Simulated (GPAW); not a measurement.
# NaHF2 (R-3m): one start, several treatments of the self-energy

Wanted: the gap of NaHF2 (R-3m) under several approximations, with cost.

Calculated with GPAW 26.7.0; LDA and many-body steps on it, plane waves.

## (1) The starting structure

The structure is trigonal, space group R-3m (No. 166). The conventional cell has a = 3.474 Å, b = 3.474 Å, c = 13.750 Å, α = 90.00°, β = 90.00°, γ = 120.00°. Nearest to Na lie 6 F at 2.32 Å. Nearest to H lie 2 F at 1.13 Å. Nearest to F lie 1 H at 1.13 Å and 3 Na at 2.32 Å. Farther neighbours and most contacts between anions are not listed.

Structure file:

```xyz
4
Lattice="1.7370 1.0029 4.5833 -1.7370 1.0029 4.5833 0.0000 -2.0057 4.5833" Properties=species:S:1:pos:R:3 pbc="T T T"
Na    0.0000    0.0000    0.0000
H     0.0000    0.0000    6.8750
F     0.0000    0.0000    5.7420
F     0.0000    0.0000    8.0080
```

The cell and positions come from the Crystallography Open Database and are kept as given unless a step says otherwise.

## (2) Empty states on the mesh, 4×4×4 mesh, 317 bands

This step: GPAW 26.7.0; DFT, LDA, plane waves, PAW.

The sums over transitions need many empty states on a uniform mesh; this step solves for them.

Input file run.py:

```python
import json
import numpy as np
from gpaw.mpi import world
from gpaw import GPAW

calc = GPAW('gs.gpw').fixed_density(kpts={'size': (4, 4, 4), 'gamma': True},
    parallel={'domain': 1, 'band': 1},
    txt='nscf.txt')
calc.diagonalize_full_hamiltonian(nbands=317)
calc.write('full.gpw', mode='all')
res = {}
kpts = calc.get_ibz_k_points()
res['kpts'] = kpts
res['eigenvalues'] = [calc.get_eigenvalues(kpt=k) for k in range(len(kpts))]
res['n_electrons'] = calc.get_number_of_electrons()

if world.rank == 0:
    with open('result.json', 'w') as f:
        json.dump(res, f, default=lambda x: x.tolist())
```

Started as:

```bash
mpirun -n 4 gpaw python run.py
```

Numbers of over 12 decimals in the logs are rounded to 6 here.

Output:

```text
Diagonalizing LCAO Hamiltonian
Converting LCAO to pw mode
convergence criteria:
- Maximum integral of absolute [eigenst]ate change: 4e-08 eV^2 / valence electron
maximum number of iterations: 100

SCF iterations
|iter     |     time |      energy | eigst |  dens |
|iter:   1|  |             | +1.35 |       |
|iter:   2|  |             | +0.24 |       |
|iter:   3|  |             | -0.98 |       |
[...]
|iter:   8|  |             | -6.18 |       |
|iter:   9|  |             | -7.06 |       |
|iter:  10|  |             | -7.90c|       |
SCF steps: 10
  __  _  _
 | _ |_)|_||  |
 |__||  | ||/\| - 26.7.0

Input parameters:
  mode=PW(ecut=600.0),
  convergence={'density': 1e-06, 'bands': -3},
  gpts=array([30, 30, 30]),
  kpts=MonkhorstPack(size=(4, 4, 4), gamma=True),
  maxiter=100,
  nbands=19,
  occupations=Occupations(name='fermi-dirac', width=0.001, fixmagmom=False),
  parallel={'domain': 1, 'band': 1},
  xc=XC(name='LDA')
Matrix size: 1611x1611
# Writing to full.gpw (mode='all')
  [... matrices ...]

timing:  # [seconds]
  Total: 22.837  # ━━━━━━━━━━━━━━━━━━━━━━━━━━━━━━━━━━━━━━━━━━━━━━━━━━━━━━━━━━
```

Wall time 30 s (4 MPI ranks of Arm Neoverse V1, shared host); peak memory 1.6 GiB.

This step gave:

```
gap                                                           : 6.595 eV
k of the valence top                                          : 0.5, 0.5, 0.5
k of the conduction bottom                                    : 0, 0, 0
least direct gap                                              : 6.763 eV
k points computed                                             : 13
lowest point of the top converged band, above the valence top : 197.4097 eV
```

On this mesh the gap is 6.595 eV.

## (3) G0W0, Godby-Needs plasmon pole

Now the one-shot GW correction: screening in the RPA, then the self-energy of the levels asked for.

This step: G0W0 on LDA, plane waves, PAW.

Input file run.py:

```python
import json
import numpy as np
from gpaw.mpi import world
from gpaw.response.g0w0 import G0W0

gw = G0W0('full.gpw',
    filename='gw',
    kpts=[0, 12],
    bands=(9, 13),
    ecut=120,
    nbands=142,
    integrate_gamma='WS',
    ppa=True)
gw.calculate()
res = {mode: {k: v for k, v in r.items() if k != 'sigma_eskwn'}
       for mode, r in gw.all_results.items()}

if world.rank == 0:
    with open('result.json', 'w') as f:
        json.dump(res, f, default=lambda x: x.tolist())
```

Started as:

```bash
mpirun -n 4 gpaw python run.py
```

Output:

```text
Using integrator: PointIntegrator
FrequencyGridDescriptor(from 0.000+0.000j to 0.000+27.211j eV, 2 points)
Nonperiodic BCs:  [False False False]
Using integrator: PointIntegrator
FrequencyGridDescriptor(from 0.000+0.000j to 0.000+27.211j eV, 2 points)
Nonperiodic BCs:  [False False False]
  ___  _ _ _
 |   || | | |
 | | || | | |
 |__ ||_____|
 |___|

BZ k-points: Symmetries present (total): 12

  [... matrices ...]
64 k-points: 4 x 4 x 4 Monkhorst-Pack grid + [1/8,1/8,1/8]
13 k-points in the irreducible part of the Brillouin zone
       k-points in crystal coordinates                weights
   0:     0.00000000    0.00000000    0.00000000          1/64
   1:     0.25000000    0.00000000   -0.25000000          6/64
   2:     0.25000000    0.00000000    0.00000000          6/64
   3:     0.25000000    0.25000000   -0.25000000          6/64
   4:     0.25000000    0.25000000    0.00000000          6/64
   5:     0.25000000    0.25000000    0.25000000          2/64
   6:     0.50000000    0.00000000    0.00000000          3/64
   7:     0.50000000    0.25000000   -0.25000000          6/64
   8:     0.50000000    0.25000000    0.00000000         12/64
   9:     0.50000000    0.25000000    0.25000000          6/64
          ...
  12:     0.50000000    0.50000000    0.50000000          1/64

Distributing spins, k-points and bands (1 x 2 x 4) over 4 processes
Number of blocks: 1

Quasi particle states:
k-points (IBZ indices): [0, 12]
Band range: (9, 13)
  [... matrices ...]
Computational parameters:
Plane wave cut-off: 120 eV
Number of bands: 142
Coulomb cutoff: None
Broadening: 0.1 eV

fxc modes: GW
Kernel: RPA
Using Godby-Needs plasmon-pole approximation:
  Fitting energy: i*E0, E0 = 1.000 Hartree
Summing all q:

Calculating screened Coulomb potential
No Coulomb truncation
FrequencyGridDescriptor(from 0.000+0.000j to 0.000+27.211j eV, 2 points)
Removing empty qpoint cache files...

Calculating chi0 body with:
    Ground state adapter containing:
    Number of spins: 1
    Number of kpoints: 64
    Number of irreducible kpoints: 13
    Number of completely occupied states: 11
    Number of partially occupied states: 11
    Occupied states memory: 4.531860 M / cpu

    Linear response parametrization:
    q_c: [0.0, 0.0, 0.0]
    Number of frequency points: 2
    Planewave cutoff: 120.0
    Number of bands: 142
    Number of planewaves: 159
    Broadening (eta): 1e-06
    comm.size: 4
    kncomm.size: 4
    blockcomm.size: 1

    Memory estimate of potentially large arrays:
        chi0_wGG: 0.771515 M / cpu
Integrating chi0 body.

Symmetries of q_c:
    Direct symmetries (Uq -> q): 12
    Indirect symmetries (TUq -> q): 0
In total 12 allowed symmetries.

  [... matrices ...]
13 groups of equivalent kpoints. 79.6875% reduction.

Integral kind: response function
Integrating chi0 head and wings.

Symmetries of q_c:
    Direct symmetries (Uq -> q): 12
    Indirect symmetries (TUq -> q): 0
In total 12 allowed symmetries.

  [... matrices ...]
13 groups of equivalent kpoints. 79.6875% reduction.

Integral kind: response function wings

Calculating chi0 body with:
    Ground state adapter containing:
    Number of spins: 1
    Number of kpoints: 64
    Number of irreducible kpoints: 13
    Number of completely occupied states: 11
    Number of partially occupied states: 11
    Occupied states memory: 4.531860 M / cpu

[... the further q-points ...]

Results:
f:      Occupation numbers
eps:     KS-eigenvalues [eV]
vxc:     KS vxc [eV]
exx:     Exact exchange [eV]
sigma:   Self-energies [eV]
dsigma:  Self-energy derivatives
Z:       Renormalization factors
qp:      QP-energies [eV]

k-point 0 (0): (0.000, 0.000, 0.000)                GW
band       f     eps     vxc     exx   sigma  dsigma       Z      qp
                                                                   GW
   9   1.000  -4.065 -23.480 -31.328   4.474  -0.211   0.826  -6.850
  10   1.000  -3.997 -24.686 -31.603   4.005  -0.200   0.833  -6.424
  11   0.000   2.766  -9.441  -4.885  -2.364  -0.095   0.913   4.768
  12   0.000   9.039  -8.665  -3.548  -2.607  -0.099   0.910  11.322

k-point 1 (12): (0.500, 0.500, 0.500)                GW
band       f     eps     vxc     exx   sigma  dsigma       Z      qp
                                                                   GW
   9   1.000  -3.829 -23.975 -31.777   4.499  -0.211   0.826  -6.558
  10   1.000  -3.829 -23.975 -31.777   4.499  -0.211   0.826  -6.558
  11   0.000   4.497  -8.816  -4.289  -2.290  -0.096   0.913   6.539
  12   0.000   5.629 -11.855  -6.715  -2.437  -0.109   0.901   8.065
```

Elapsed: 1.8 min, on 4 MPI ranks; peak memory 1.5 GiB.

This step gave:

```
G0W0 gap on the points computed              : 11.19 eV
least direct G0W0 gap on the computed points : 11.19 eV
Z at the valence top                         : 0.8334
Z at the conduction bottom                   : 0.9129
starting gap on the mesh                     : 6.595 eV
k of the valence top                         : 0, 0, 0
k of the conduction bottom                   : 0, 0, 0
```

The gap on the mesh goes from 6.60 eV to 11.19 eV, a correction of +4.60 eV.

## (4) One-shot HSE06

This step: one-shot HSE06 levels on LDA orbitals, plane waves, PAW.

Input file run.py:

```python
import json
import numpy as np
from gpaw.mpi import world
from gpaw.hybrids.eigenvalues import non_self_consistent_eigenvalues

dft, vxc, vxc_hyb = non_self_consistent_eigenvalues('full.gpw', 'HSE06', 9, 13, kpt_indices=[0, 12])
res = {'dft': dft[0], 'hybrid': (dft - vxc + vxc_hyb)[0]}
if world.rank == 0:
    with open('hybrid.txt', 'w') as f:
        for k, e0, e1 in zip([0, 12], res['dft'], res['hybrid']):
            print(k, ' '.join(f'{x:9.4f}' for x in e0), '|', ' '.join(f'{x:9.4f}' for x in e1), file=f)

if world.rank == 0:
    with open('result.json', 'w') as f:
        json.dump(res, f, default=lambda x: x.tolist())
```

Started as:

```bash
mpirun -n 4 gpaw python run.py
```

Output:

```text
IBZ(<points: 13, symmetries: 12>)
Occupied bands: 11
Transforming wave functions from IBZ to BZ: 0.026 seconds
Distributing wave functions and iFFT-ing to real space: 0.279 seconds
Calculating eigenvalues:
  k-points: 2
  Bands: 9-12 (inclusive)
  Seconds: 0.965 (wave-function broadcasting: 0.009 seconds)
HSE06-eigenvalue shifts:
  min: -1.832 eV
  ave: -0.344 eV
  max: 1.196 eV
```

Elapsed: 4.1 s, on 4 MPI ranks; peak memory 0.84 GiB; 16 s of CPU time.

This step gave:

```yaml
starting_gap_on_the_mesh: 6.595 eV
hybrid_gap_on_the_mesh: 9.392 eV
least_direct_hybrid_gap_on_the_computed_points: 9.392 eV
```

## (5) G0W0, extrapolated in the cutoff

This step: G0W0 on LDA, plane waves, PAW.

Input file run.py:

```python
import json
import numpy as np
from gpaw.mpi import world
from gpaw.response.g0w0 import G0W0

gw = G0W0('full.gpw',
    filename='gw',
    kpts=[0, 12],
    bands=(9, 13),
    ecut=200.0,
    integrate_gamma='WS',
    ppa=True,
    ecut_extrapolation=True)
gw.calculate()
res = {mode: {k: v for k, v in r.items() if k != 'sigma_eskwn'}
       for mode, r in gw.all_results.items()}

if world.rank == 0:
    with open('result.json', 'w') as f:
        json.dump(res, f, default=lambda x: x.tolist())
```

Started as:

```bash
mpirun -n 4 gpaw python run.py
```

Output:

```text
Using integrator: PointIntegrator
FrequencyGridDescriptor(from 0.000+0.000j to 0.000+27.211j eV, 2 points)
Nonperiodic BCs:  [False False False]
Using integrator: PointIntegrator
FrequencyGridDescriptor(from 0.000+0.000j to 0.000+27.211j eV, 2 points)
Nonperiodic BCs:  [False False False]
  ___  _ _ _
 |   || | | |
 | | || | | |
 |__ ||_____|
 |___|

BZ k-points: Symmetries present (total): 12

  [... matrices ...]
64 k-points: 4 x 4 x 4 Monkhorst-Pack grid + [1/8,1/8,1/8]
13 k-points in the irreducible part of the Brillouin zone
       k-points in crystal coordinates                weights
   0:     0.00000000    0.00000000    0.00000000          1/64
   1:     0.25000000    0.00000000   -0.25000000          6/64
   2:     0.25000000    0.00000000    0.00000000          6/64
[...]
9:     0.50000000    0.25000000    0.25000000          6/64
          ...
  12:     0.50000000    0.50000000    0.50000000          1/64

Distributing spins, k-points and bands (1 x 2 x 4) over 4 processes
Number of blocks: 1

Quasi particle states:
k-points (IBZ indices): [0, 12]
Band range: (9, 13)
  [... matrices ...]
Computational parameters:
Extrapolating to infinite plane wave cut-off using points at:
  172.355 eV
  184.896 eV
  200.000 eV
Number of bands: 307
Coulomb cutoff: None
Broadening: 0.1 eV

fxc modes: GW
Kernel: RPA
Using Godby-Needs plasmon-pole approximation:
  Fitting energy: i*E0, E0 = 1.000 Hartree
Summing all q:

Calculating screened Coulomb potential
No Coulomb truncation
FrequencyGridDescriptor(from 0.000+0.000j to 0.000+27.211j eV, 2 points)
Removing empty qpoint cache files...

Calculating chi0 body with:
    Ground state adapter containing:
    Number of spins: 1
    Number of kpoints: 64
    Number of irreducible kpoints: 13
[...]
chi0_wGG: 2.619904 M / cpu
Integrating chi0 body.

Symmetries of q_c:
    Direct symmetries (Uq -> q): 12
    Indirect symmetries (TUq -> q): 0
In total 12 allowed symmetries.

  [... matrices ...]
13 groups of equivalent kpoints. 79.6875% reduction.

Integral kind: response function
Integrating chi0 head and wings.

Symmetries of q_c:
    Direct symmetries (Uq -> q): 12
    Indirect symmetries (TUq -> q): 0
In total 12 allowed symmetries.

  [... matrices ...]
13 groups of equivalent kpoints. 79.6875% reduction.

Integral kind: response function wings

Calculating chi0 body with:
    Ground state adapter containing:
    Number of spins: 1
    Number of kpoints: 64
    Number of irreducible kpoints: 13
    Number of completely occupied states: 11
    Number of partially occupied states: 11
    Occupied states memory: 4.531860 M / cpu

[... the further q-points ...]
Extrapolating selfenergy to infinite energy cutoff:
  Performing linear fit to 3 points
  Warning: Bad quality of linear fit for some (n,k).
           Higher cutoff might be necessary.
  Minimum R^2 = 0.4602. (R^2 Should be close to 1)
  [... matrices ...]
Results:
f:      Occupation numbers
eps:     KS-eigenvalues [eV]
vxc:     KS vxc [eV]
exx:     Exact exchange [eV]
sigma:   Self-energies [eV]
dsigma:  Self-energy derivatives
Z:       Renormalization factors
qp:      QP-energies [eV]

k-point 0 (0): (0.000, 0.000, 0.000)                GW
band       f     eps     vxc     exx   sigma  dsigma       Z      qp
                                                                   GW
   9   1.000  -4.065 -23.480 -31.328   4.081  -0.221   0.819  -7.149
  10   1.000  -3.997 -24.686 -31.603   3.518  -0.215   0.823  -6.795
  11   0.000   2.766  -9.441  -4.885  -2.347  -0.098   0.911   4.779
[...]
k-point 1 (12): (0.500, 0.500, 0.500)                GW
band       f     eps     vxc     exx   sigma  dsigma       Z      qp
                                                                   GW
[...]
11   0.000   4.497  -8.816  -4.289  -2.307  -0.098   0.911   6.520
  12   0.000   5.629 -11.855  -6.715  -2.502  -0.113   0.899   8.000
```

Elapsed: 8.3 min, on 4 MPI ranks; peak memory 1.9 GiB; 33 min of CPU time.

Numbers from this step:

- quasiparticle gap on the points computed: 11.57 eV
- least direct quasiparticle gap on the computed points: 11.57 eV
- Z at the valence top: 0.8231
- Z at the conduction bottom: 0.9110
- starting gap on the mesh: 6.595 eV
- k of the valence top: 0, 0, 0
- k of the conduction bottom: 0, 0, 0
- gaps at the cutoffs of the extrapolation: 11.34, 11.36, 11.39 eV

Against G0W0 in GPAW (4×4×4 mesh, 142 bands, screening to 120 eV, Godby-Needs plasmon pole), the gap moves by +0.382 eV.

## (6) One-shot Hartree-Fock

This step: one-shot Hartree-Fock levels on LDA orbitals, plane waves, PAW.

Input file run.py:

```python
import json
import numpy as np
from gpaw.mpi import world
from gpaw.hybrids.eigenvalues import non_self_consistent_eigenvalues

dft, vxc, vxc_hyb = non_self_consistent_eigenvalues('full.gpw', 'EXX', 9, 13, kpt_indices=[0, 12])
res = {'dft': dft[0], 'hybrid': (dft - vxc + vxc_hyb)[0]}
if world.rank == 0:
    with open('hybrid.txt', 'w') as f:
        for k, e0, e1 in zip([0, 12], res['dft'], res['hybrid']):
            print(k, ' '.join(f'{x:9.4f}' for x in e0), '|', ' '.join(f'{x:9.4f}' for x in e1), file=f)

if world.rank == 0:
    with open('result.json', 'w') as f:
        json.dump(res, f, default=lambda x: x.tolist())
```

Started as:

```bash
mpirun -n 4 gpaw python run.py
```

Output:

```text
IBZ(<points: 13, symmetries: 12>)
Occupied bands: 11
Transforming wave functions from IBZ to BZ: 0.026 seconds
Distributing wave functions and iFFT-ing to real space: 0.276 seconds
Calculating eigenvalues:
  k-points: 2
  Bands: 9-12 (inclusive)
  Seconds: 1.208 (wave-function broadcasting: 0.010 seconds)
HSE06-eigenvalue shifts:
  min: -7.847 eV
  ave: -1.379 eV
  max: 5.140 eV
```

It took 4 s on 4 MPI ranks; peak memory 0.48 GiB.

Numbers from this step:

- starting gap on the mesh: 6.595 eV
- hybrid gap on the mesh: 18.24 eV
- least direct hybrid gap on the computed points: 18.24 eV

## (7) G0W0, full frequency, Hilbert transform

This step: G0W0 on LDA, plane waves, PAW.

Input file run.py:

```python
import json
import numpy as np
from gpaw.mpi import world
from gpaw.response.g0w0 import G0W0

gw = G0W0('full.gpw',
    filename='gw',
    kpts=[0, 12],
    bands=(9, 13),
    ecut=120,
    nbands=142,
    integrate_gamma='WS',
    frequencies={'type': 'nonlinear', 'domega0': 0.1, 'omega2': 15.0},
    eta=0.1,
    nblocksmax=True)
gw.calculate()
res = {mode: {k: v for k, v in r.items() if k != 'sigma_eskwn'}
       for mode, r in gw.all_results.items()}

if world.rank == 0:
    with open('result.json', 'w') as f:
        json.dump(res, f, default=lambda x: x.tolist())
```

Started as:

```bash
mpirun -n 4 gpaw python run.py
```

Output:

```text
Using integrator: PointIntegrator
NonLinearFrequencyDescriptor(from 0.000 to 138.332 eV, 288 points)
Nonperiodic BCs:  [False False False]
Using integrator: PointIntegrator
NonLinearFrequencyDescriptor(from 0.000 to 138.332 eV, 288 points)
Nonperiodic BCs:  [False False False]
  ___  _ _ _
 |   || | | |
 | | || | | |
 |__ ||_____|
 |___|

BZ k-points: Symmetries present (total): 12

  [... matrices ...]
64 k-points: 4 x 4 x 4 Monkhorst-Pack grid + [1/8,1/8,1/8]
13 k-points in the irreducible part of the Brillouin zone
[...]
GW
   9   1.000  -4.065 -23.480 -31.328   4.429  -0.228   0.814  -6.848
  10   1.000  -3.997 -24.686 -31.603   3.952  -0.204   0.831  -6.460
  11   0.000   2.766  -9.441  -4.885  -2.357  -0.102   0.907   4.761
[...]
k-point 1 (12): (0.500, 0.500, 0.500)                GW
band       f     eps     vxc     exx   sigma  dsigma       Z      qp
                                                                   GW
[...]
11   0.000   4.497  -8.816  -4.289  -2.289  -0.114   0.898   6.506
  12   0.000   5.629 -11.855  -6.715  -2.437  -0.119   0.893   8.043
```

Run time: 2.8 min. Hardware: 4 MPI ranks; peak memory 1.6 GiB.

This step gave:

```
G0W0 gap on the points computed              : 11.22 eV
least direct G0W0 gap on the computed points : 11.22 eV
starting gap on the mesh                     : 6.595 eV
k of the valence top                         : 0, 0, 0
k of the conduction bottom                   : 0, 0, 0
```

Against G0W0 in GPAW (4×4×4 mesh, 142 bands, screening to 120 eV, Godby-Needs plasmon pole), the gap moves by +0.029 eV.

## (8) Side by side

Times are wall times on 4 MPI ranks of Arm Neoverse V1, shared host, good to a factor of about two.

```tsv
run	mesh	bands	screening cutoff (eV)	DFT gap (eV)	gap on the mesh (eV)	direct (eV)	time
G0W0, Godby-Needs plasmon pole	4×4×4	142	120	6.595	11.192	11.192	1.8 min
one-shot HSE06	4×4×4	-	-	6.595	9.392	9.392	4.1 s
G0W0, extrapolated in the cutoff	4×4×4	-	200	6.595	11.574	11.574	8.3 min
one-shot Hartree-Fock	4×4×4	-	-	6.595	18.236	18.236	4 s
G0W0, full frequency, Hilbert transform	4×4×4	142	120	6.595	11.221	11.221	2.8 min
```

## (9) Results

* G0W0, Godby-Needs plasmon pole: 11.192 eV
* one-shot HSE06: 9.392 eV
* G0W0, extrapolated in the cutoff: 11.574 eV
* one-shot Hartree-Fock: 18.236 eV
* G0W0, full frequency, Hilbert transform: 11.221 eV
* known limits: not at the basis limit

In words: One-shot HSE06: −1.800 eV against G0W0, Godby-Needs plasmon pole. G0W0, extrapolated in the cutoff: +0.382 eV against G0W0, Godby-Needs plasmon pole, at other bands or cutoff, so not like for like. One-shot Hartree-Fock: +7.044 eV against G0W0, Godby-Needs plasmon pole. G0W0, full frequency, Hilbert transform: +0.029 eV against G0W0, Godby-Needs plasmon pole. Bare exchange alone opens the gap to 18.24 eV; against G0W0, correlation takes back 7.04 eV. One-shot hybrid levels are evaluated on the LDA orbitals. Bands and cutoff are finite, so the gap is not at the basis limit. The miss can reach some tenths of an eV and take either sign; the mesh is an error of its own. These stock PAW sets were not made for GW. In the G0W0 runs levels were corrected at 2 k points alone, so a gap called «on the mesh» is the least over those, and an edge elsewhere would be missed. The program warns of a poor linear fit in the extrapolation of some level, so the extrapolated values are rough.

[Paths, hosts, dates, memory and timing lines, banners, echoed tables and standing remarks are left out of the program output.]

[Logs are printed without paths, hosts, clocks, repeated set-up lines and the standing remarks that a program may print on its own settings, such as how far it seeks lower states.]

[Runs of the session that timed out or met a known fault of the program may be left out.]

[Hosts, paths, dates, database ids (printed as entryN), source tags and the programs' standing remarks are cut or masked in the printed files.]
